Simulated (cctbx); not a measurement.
# Symmetry from intensities

Cell: a = 8.0010 Å, b = 7.4900 Å, c = 6.0420 Å, α = 90.00°, β = 90.00°, γ = 90.00°. Expected content of the cell: Pb4 Pt8 Pr4.

The data are simulated with cctbx, not measured: Mo Kα, λ = 0.71073 Å, to d = 0.84 Å, 70 % of the full sphere, strongest reflection 70000 counts, noise from counting, a 3 % proportional error and a noise floor of 4 counts (s.d.); no absorption.

A first pass over the reflections prints:

```text
1781 reflections to d = 0.841 A
centring   violations  <I/sigma> of those
    A        729 of   887     21.1
    B        764 of   914     21.4
    C        777 of   885     21.8
    I        717 of   869     21.0
    R       1043 of  1215     21.6
    F       1135 of  1343     21.4
Laue class    unique    Rint  (classes that these axes allow; Friedel mates merged)
P -1             1148   0.019
P 1 2/m 1         673   0.021
P 1 1 2/m         684   0.021
P 2/m 1 1         675   0.021
P m m m           403   0.023
space group    extra absences  I>4sigma  <I/sigma>
P 2 2 2                 0          0         -  acentric
P 2 2 21                8          0       0.8  acentric
P 21 2 2                3          0      -0.1  acentric
P 2 21 2                3          0      -0.5  acentric
P 21 21 2               6          0      -0.3  acentric
P 2 21 21              11          0       0.5  acentric
P 21 2 21              11          0       0.6  acentric
P 21 21 21             14          0       0.3  acentric
P m m 2                 0          0         -  acentric
P 2 m m                 0          0         -  acentric
P m 2 m                 0          0         -  acentric
P 21 m a               88          0      -0.0  acentric
P m 2 a                88          0      -0.0  acentric
P n m 21               70          0       0.1  acentric
P n 21 m               70          0       0.1  acentric
P n 21 a              158          0       0.0  acentric
P m m m                 0          0         -  centric
P m m a                88          0      -0.0  centric
P n m m :1             70          0       0.1  centric
P n m m :2             70          0       0.1  centric
P n m a               158          0       0.0  centric
Wilson B = 0.73 A^2   <|E^2-1|> = 0.902 (0.968 centric, 0.736 acentric)   E^2>4: 1.9 %
shell (A)         n   <I/sigma>
 6.04 - 1.67     62     34.2
 1.67 - 1.33     52     39.4
 1.33 - 1.16     49     40.9
 1.16 - 1.06     49     40.9
 1.06 - 0.98     49     37.8
 0.98 - 0.93     50     45.3
 0.93 - 0.88     47     41.2
 0.88 - 0.84     45     37.7
```

Q: Read the symmetry from these tables.

Every centring test has many violations, so the lattice is primitive.

Rint stays low (0.019 to 0.023) up to P m m m, the highest class in these axes.

21 settings pass the absence test. The most absences obeyed, 158, belong to P n 21 a and P n m a, which absences can't tell apart.

⟨|E²−1|⟩ = 0.902 leans to a centrosymmetric structure. The Wilson B of 0.73 Å² means U ≈ 0.0092 Å².

The true group is Pnma (no. 62), Laue class mmm, centrosymmetric. The tables only narrow the choice to the tied entries; cell content, site symmetry and trial solutions must settle it.

The model was made for the exercise: a known structure type with other elements put in, its volume estimated, not relaxed; displacement parameters are assumed.

[Logs are printed without paths, hosts, clocks, repeated set-up lines and the standing remarks that a program may print on its own settings, such as how far it seeks lower states.]
